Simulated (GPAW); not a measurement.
# A Pt chain with one Ni atom in line: relaxation, then transmission at several levels, part 2 of 2

How well does a Pt chain with one Ni atom in line conduct once its atoms have relaxed, and how much do cheaper levels lose?

GPAW 26.7.0; GPAW LCAO, PAW setups; relaxation of the junction within the symmetry of its start, lead ends held (the session's first sound run).

So far, conductance (G₀): step 3 (double-zeta polarised basis, PBE, GPAW) 3.07; step 4 (single-zeta polarised basis, PBE, GPAW) 2.87; step 5 (GPAW, sz: basis = "sz(dzp)", PBE, GPAW) 2.76; step 6 (RPBE in the dzp basis: xc = "RPBE") 2.98; step 7 (without the relaxation: geometry = "as built", PBE, GPAW) 3.07.

**8. All levels side by side**

Times are for 1 thread of Arm Neoverse N1, shared host. The runs compared:

| no. | run | conductance (G₀) | time | memory (GiB) |
| --- | --- | --- | --- | --- |
| 1 | dzp | 3.073 | 28 min | 2.7 |
| 2 | szp | 2.868 | 18 min | 2.6 |
| 3 | sz | 2.764 | 15 min | 2.6 |
| 4 | dzp RPBE | 2.983 | 34 min | 2.8 |
| 5 | asbuilt | 3.073 | 26 min | 2.8 |

**9. Comparison**

The curves are compared point by point over the common energies.

This step: comparison of transmission and cost over codes, levels and geometry (GPAW 26.7.0).

Ladder, by row:

| step | code | T at the Fermi level (sum over the listed spins) | conductance (G0) | r.m.s. T(E) from the first | wall time (s) | peak memory (GiB) | threads |
| --- | --- | --- | --- | --- | --- | --- | --- |
| dzp | GPAW | 6.147 | 3.073 | 0 | 1680 | 2.74 | 1 |
| szp | GPAW | 5.736 | 2.868 | 0.497 | 1060 | 2.65 | 1 |
| sz | GPAW | 5.528 | 2.764 | 0.5884 | 906.6 | 2.58 | 1 |
| dzp-RPBE | GPAW | 5.968 | 2.983 | 0.2244 | 2038 | 2.75 | 1 |
| asbuilt | GPAW | 6.148 | 3.073 | 0.2231 | 1581 | 2.75 | 1 |

Transmission, zone mean, sum over the listed spins against energy, zero at the Fermi level:

| energy (eV) | dzp | szp | sz | dzp-RPBE | asbuilt |
| --- | --- | --- | --- | --- | --- |
| -2.000 | 5.35 | 5.17 | 5.12 | 5.33 | 5.37 |
| -1.900 | 5.38 | 5.10 | 4.58 | 5.34 | 5.40 |
| -1.800 | 5.32 | 4.58 | 4.72 | 5.26 | 5.34 |
| -1.700 | 4.64 | 4.72 | 5.11 | 4.62 | 4.71 |
| -1.600 | 5.43 | 5.21 | 5.24 | 5.33 | 5.41 |
| -1.500 | 6.45 | 5.36 | 6.56 | 6.37 | 6.38 |
| -1.400 | 6.89 | 6.70 | 6.89 | 6.76 | 6.87 |
| -1.300 | 7.24 | 7.16 | 7.06 | 7.20 | 7.26 |
| -1.200 | 7.50 | 7.20 | 7.12 | 7.45 | 7.47 |
| -1.125 | 8.72 | 8.15 | 8.15 | 8.68 | 8.67 |
| -1.100 | 8.56 | 7.94 | 7.93 | 8.40 | 8.58 |
| -1.000 | 8.30 | 7.80 | 7.71 | 8.17 | 8.40 |
| -0.900 | 8.06 | 7.66 | 7.58 | 7.99 | 8.18 |
| -0.800 | 8.34 | 7.76 | 7.67 | 8.20 | 8.46 |
| -0.700 | 8.36 | 7.84 | 7.71 | 8.26 | 8.44 |
| -0.600 | 8.59 | 7.98 | 7.79 | 8.51 | 8.64 |
| -0.500 | 8.60 | 7.99 | 7.85 | 8.58 | 8.61 |
| -0.425 | 9.11 | 8.90 | 8.70 | 8.94 | 9.14 |
| -0.400 | 8.86 | 8.52 | 8.44 | 8.45 | 8.89 |
| -0.300 | 7.18 | 6.96 | 6.78 | 7.02 | 7.33 |
| -0.200 | 6.69 | 6.38 | 6.22 | 6.56 | 6.72 |
| -0.100 | 6.44 | 6.08 | 5.91 | 6.29 | 6.46 |
| 0.000 | 6.15 | 5.74 | 5.53 | 5.97 | 6.15 |
| 0.100 | 5.85 | 5.40 | 5.14 | 5.63 | 5.84 |
| 0.200 | 5.66 | 5.24 | 4.92 | 5.46 | 5.64 |
| 0.300 | 4.82 | 4.50 | 4.31 | 4.70 | 4.80 |
| 0.400 | 4.77 | 4.52 | 4.31 | 4.69 | 4.77 |
| 0.500 | 4.69 | 4.38 | 4.14 | 4.62 | 4.69 |
| 0.600 | 4.41 | 3.93 | 3.57 | 4.35 | 4.41 |
| 0.700 | 3.99 | 1.89 | 1.88 | 3.92 | 3.87 |
| 0.800 | 1.87 | 1.89 | 1.88 | 1.86 | 1.87 |
| 0.900 | 1.88 | 1.89 | 1.87 | 1.87 | 1.87 |
| 1.000 | 1.88 | 1.89 | 1.87 | 1.87 | 1.88 |
| 1.100 | 1.88 | 1.89 | 1.87 | 1.87 | 1.88 |
| 1.200 | 1.89 | 1.89 | 1.87 | 1.88 | 1.88 |
| 1.300 | 1.89 | 1.89 | 1.87 | 1.88 | 1.89 |
| 1.400 | 1.90 | 1.90 | 1.87 | 1.89 | 1.89 |
| 1.500 | 1.90 | 1.90 | 1.87 | 1.89 | 1.90 |
| 1.600 | 1.90 | 1.90 | 1.87 | 1.90 | 1.90 |
| 1.700 | 1.91 | 1.90 | 1.87 | 1.90 | 1.91 |
| 1.800 | 1.91 | 1.91 | 1.88 | 1.91 | 1.91 |
| 1.900 | 1.92 | 1.91 | 1.88 | 1.91 | 1.91 |
| 2.000 | 1.92 | 1.91 | 1.88 | 1.91 | 1.92 |

**10. Density threshold 0.001, basis szp(dzp), potential alignment off: conv = 0.001, basis = "szp(dzp)" and align = false**

The Hamiltonian is taken from the last density. The density threshold is one of the tests that end the cycle; the energy must settle too, so a loose value may not be the test that decides. A smaller basis is cheaper in every inversion. Without the shift, lead and junction are matched by their Fermi levels alone.

This step: GPAW LCAO, PAW setups; Landauer transmission from Green's functions with principal layers (ASE), zero bias (GPAW 26.7.0).

run.py

```python
import json
import numpy as np
from ase import Atoms
from ase.transport.calculators import TransportCalculator
from gpaw import GPAW, FermiDirac
from gpaw.lcao.tools import get_lcao_hamiltonian
from scipy.linalg import eigh

# The junction with lead layers at both ends, along the third cell vector
device = Atoms(
    ['Pt', 'Pt', 'Pt', 'Pt', 'Pt', 'Pt', 'Pt', 'Pt', 'Ni', 'Pt', 'Pt', 'Pt', 'Pt', 'Pt', 'Pt', 'Pt', 'Pt'],
    positions=[
        [4.50000, 4.50000, 1.20000],
        [4.50000, 4.50000, 3.60000],
        [4.50000, 4.50000, 6.00000],
        [4.50000, 4.50000, 8.40000],
        [4.50000, 4.50000, 10.80000],
        [4.50000, 4.50000, 13.20000],
        [4.50000, 4.50000, 15.60000],
        [4.50000, 4.50000, 17.99643],
        [4.50000, 4.50000, 20.24670],
        [4.50000, 4.50000, 22.49697],
        [4.50000, 4.50000, 24.89340],
        [4.50000, 4.50000, 27.29340],
        [4.50000, 4.50000, 29.69340],
        [4.50000, 4.50000, 32.09340],
        [4.50000, 4.50000, 34.49340],
        [4.50000, 4.50000, 36.89340],
        [4.50000, 4.50000, 39.29340]],
    cell=[[9.0, 0.0, 0.0], [0.0, 9.0, 0.0], [0.0, 0.0, 40.4934]],
    pbc=True,
    magmoms=[0.0, 0.0, 0.0, 0.0, 0.0, 0.0, 0.0, 0.0, 1.0, 0.0, 0.0, 0.0, 0.0, 0.0, 0.0, 0.0, 0.0])

# One principal layer of the lead: the first 5 atoms of the device
lead = Atoms(
    ['Pt', 'Pt', 'Pt', 'Pt', 'Pt'],
    positions=[
        [4.50000, 4.50000, 1.20000],
        [4.50000, 4.50000, 3.60000],
        [4.50000, 4.50000, 6.00000],
        [4.50000, 4.50000, 8.40000],
        [4.50000, 4.50000, 10.80000]],
    cell=[[9.0, 0.0, 0.0], [0.0, 9.0, 0.0], [0.0, 0.0, 12.0]],
    pbc=True,
    magmoms=[0.0, 0.0, 0.0, 0.0, 0.0])

settings = dict(mode='lcao', basis='szp(dzp)', xc='PBE', h=0.18,
                occupations=FermiDirac(0.1), maxiter=250,
                mixer=dict(beta=0.05, nmaxold=8, weight=100.0),
                convergence=dict(density=0.001))
energies = np.arange(-2, 2 + 1e-9, 0.025)
eta = 0.0001
n1, n2 = 1, 1
# k and -k transmit alike, so half of the mesh across the current serves
mesh = [(i, j) for i in range(n1) for j in range(n2) if (i, j) <= (-i % n1, -j % n2)]
weights = np.array([1 if (i, j) == (-i % n1, -j % n2) else 2 for i, j in mesh]) / (n1 * n2)

# [... helper functions left out ...]
fermi_lead = ground_state(lead, (1, 1, 10), 'lead.txt')
fermi_device = ground_state(device, (1, 1, 2), 'device.txt')
# [... loop over the mesh left out, but for ...]
        # Lead and device are aligned by their Fermi levels alone
        shift = 0.0
# [...]
kT = 8.617333e-5 * 300
bias = [0.1, 0.2, 0.5, 1.0, 1.5, 2.0]
# [... integrals and printing left out ...]
```

The run is started by

```
> OMP_NUM_THREADS=1 OPENBLAS_NUM_THREADS=1 python run.py
```

It took 12 min on 1 thread of Arm Neoverse N1, shared host; peak memory 2.6 GiB.

Numbers from this step:

- conductance: 2.914 G₀
- thermopower: 4.223 μV/K
- largest coupling past the next principal layer: 8.13e-6 eV
- largest misfit of the first principal layer: 0.1437 eV
- shift that aligns the lead: 0 eV
- basis functions of the junction: 255
- basis functions of a principal layer: 75
- transmission at the Fermi level, spin up: 2.310
- transmission at the Fermi level, spin down: 3.514

Each spin. The transmission, zone mean by energy, zero at the Fermi level:

| energy (eV) | T, spin up | T, spin down |
| --- | --- | --- |
| -2.000 | 2.93 | 2.27 |
| -1.900 | 2.81 | 2.31 |
| -1.800 | 2.25 | 2.32 |
| -1.700 | 2.33 | 2.34 |
| -1.600 | 2.78 | 2.38 |
| -1.500 | 2.88 | 2.46 |
| -1.450 | 3.93 | 3.65 |
| -1.400 | 3.14 | 3.51 |
| -1.300 | 3.47 | 3.62 |
| -1.200 | 3.50 | 3.66 |
| -1.100 | 4.03 | 3.72 |
| -1.000 | 3.90 | 3.78 |
| -0.900 | 3.79 | 4.01 |
| -0.800 | 3.62 | 4.08 |
| -0.700 | 3.51 | 4.52 |
| -0.600 | 3.29 | 4.44 |
| -0.500 | 3.17 | 4.85 |
| -0.425 | 3.00 | 5.85 |
| -0.400 | 2.96 | 5.54 |
| -0.300 | 2.80 | 4.03 |
| -0.200 | 2.63 | 3.79 |
| -0.100 | 2.47 | 3.70 |
| 0.000 | 2.31 | 3.51 |
| 0.100 | 2.21 | 3.31 |
| 0.200 | 2.18 | 3.24 |
| 0.300 | 1.99 | 2.57 |
| 0.400 | 1.97 | 2.63 |
| 0.500 | 1.82 | 2.62 |
| 0.600 | 1.40 | 2.40 |
| 0.700 | 0.949 | 0.943 |
| 0.800 | 0.948 | 0.940 |
| 0.900 | 0.947 | 0.937 |
| 1.000 | 0.947 | 0.936 |
| 1.100 | 0.948 | 0.936 |
| 1.200 | 0.948 | 0.937 |
| 1.300 | 0.950 | 0.939 |
| 1.400 | 0.951 | 0.941 |
| 1.500 | 0.953 | 0.944 |
| 1.600 | 0.954 | 0.946 |
| 1.700 | 0.956 | 0.948 |
| 1.800 | 0.958 | 0.949 |
| 1.900 | 0.960 | 0.950 |
| 2.000 | 0.961 | 0.951 |

Not self-consistent under bias; the bias window is split evenly. Table of current through one cell, from the zero-bias transmission by bias:

| bias (V) | current through one cell, from the zero-bias transmission (μA) |
| --- | --- |
| 0.100 | 22.6 |
| 0.200 | 45.2 |
| 0.500 | 113 |
| 1.000 | 234 |
| 1.500 | 342 |
| 2.000 | 436 |

Table of transmission of the three most open eigenchannels by energy, zero at the Fermi level:

| energy (eV) | channel 1 up | channel 2 up | channel 3 up | channel 1 down | channel 2 down | channel 3 down |
| --- | --- | --- | --- | --- | --- | --- |
| -2.000 | 0.983 | 0.983 | 0.965 | 0.883 | 0.692 | 0.692 |
| -1.800 | 0.974 | 0.974 | 0.306 | 0.896 | 0.712 | 0.712 |
| -1.600 | 0.960 | 0.960 | 0.861 | 0.912 | 0.733 | 0.733 |
| -1.400 | 0.994 | 0.919 | 0.919 | 0.992 | 0.900 | 0.807 |
| -1.200 | 0.964 | 0.892 | 0.892 | 0.958 | 0.949 | 0.875 |
| -1.000 | 0.953 | 0.861 | 0.861 | 0.991 | 0.936 | 0.895 |
| -0.800 | 0.954 | 0.837 | 0.837 | 0.988 | 0.950 | 0.910 |
| -0.600 | 0.956 | 0.805 | 0.805 | 0.998 | 0.950 | 0.950 |
| -0.400 | 0.957 | 0.745 | 0.745 | 0.978 | 0.975 | 0.975 |
| -0.200 | 0.952 | 0.654 | 0.654 | 0.968 | 0.942 | 0.942 |
| 0.000 | 0.954 | 0.566 | 0.566 | 0.982 | 0.874 | 0.829 |
| 0.200 | 0.974 | 0.524 | 0.524 | 0.983 | 0.773 | 0.773 |
| 0.400 | 0.954 | 0.506 | 0.506 | 0.953 | 0.836 | 0.836 |
| 0.600 | 0.951 | 0.225 | 0.225 | 0.947 | 0.726 | 0.726 |
| 0.800 | 0.948 | 5.3e-7 | 1.2e-11 | 0.940 | 6.5e-7 | 1.3e-10 |
| 1.000 | 0.947 | 5.4e-7 | 0 | 0.936 | 6.7e-7 | 0 |
| 1.200 | 0.948 | 5.6e-7 | 0 | 0.937 | 6.9e-7 | 0 |
| 1.400 | 0.951 | 5.7e-7 | 0 | 0.941 | 7.1e-7 | 0 |
| 1.600 | 0.954 | 5.8e-7 | 0 | 0.946 | 7.4e-7 | 0 |
| 1.800 | 0.958 | 6.0e-7 | 0 | 0.949 | 7.6e-7 | 0 |
| 2.000 | 0.961 | 6.1e-7 | 0 | 0.951 | 7.8e-7 | 0 |

Site moment by atom:

| atom | site moment (μB) |
| --- | --- |
| Pt1 | -0.05 |
| Pt2 | 0.02 |
| Pt3 | 0.08 |
| Pt4 | 0.05 |
| Pt5 | -0.07 |
| Pt6 | -0.15 |
| Pt7 | -0.02 |
| Pt8 | 0.33 |
| Ni9 | 1.19 |
| Pt10 | 0.33 |
| Pt11 | -0.02 |
| Pt12 | -0.15 |
| Pt13 | -0.07 |
| Pt14 | 0.05 |
| Pt15 | 0.08 |
| Pt16 | 0.02 |
| Pt17 | -0.05 |

The conductance, 2.91 G₀, lies 5.2 % below that of the dzp run.

**11. What came out**

| Property | Result |
| --- | --- |
| conductance | 3.07 G₀ |
| transmission at the Fermi level, mean of the spins | 3.07 |
| thermopower | 3.69 μV/K |

In the dzp basis the junction conducts 3.07 G₀ at 300 K, with T = 3.07 as the mean of the two spins at the Fermi level; the szp basis reaches that conductance within 10 %. Relaxation moved atoms by up to 0.0036 Å and took the conductance from 3.07 to 3.07 G₀, as a ratio a smaller change than the step from dzp to the minimal basis. The current is spin polarised: -21 % at the Fermi level, counted as (up - down)/(up + down). Measured against the first run (dzp), the nearest curve is that of asbuilt (r.m.s. 0.22) and the farthest that of sz (0.59). Over the compared runs wall time goes from 907 s (sz) to 2038 s (dzp-RPBE), on a shared host. The leads kept an estimated spacing and the cell its length, so the junction may be under some tension or compression. The geometry comes from the orbital basis, which tends to overbind, and kept the symmetry of the start, so a structure of lower symmetry may lie lower. Spin-orbit coupling is left out, which matters for the heavy atoms here. The moments started parallel, and no other order was tried; chains of Cr or Mn atoms, among others, may prefer antiparallel neighbours. An evenly spaced straight chain is an idealisation: free chains tend to dimerise, zigzag or, where a band edge lies near the Fermi level, turn magnetic. The currents use the zero-bias T(E) throughout, which holds only while the bias is small against the distance to the nearest feature. One magnetic start was tried; another order may lie lower.

[Logs are printed without paths, hosts, clocks, repeated set-up lines and the standing remarks that a program may print on its own settings, such as how far it seeks lower states.]

[Hosts, paths, dates, database ids (printed as entryN), source tags and the programs' standing remarks are cut or masked in the printed files.]
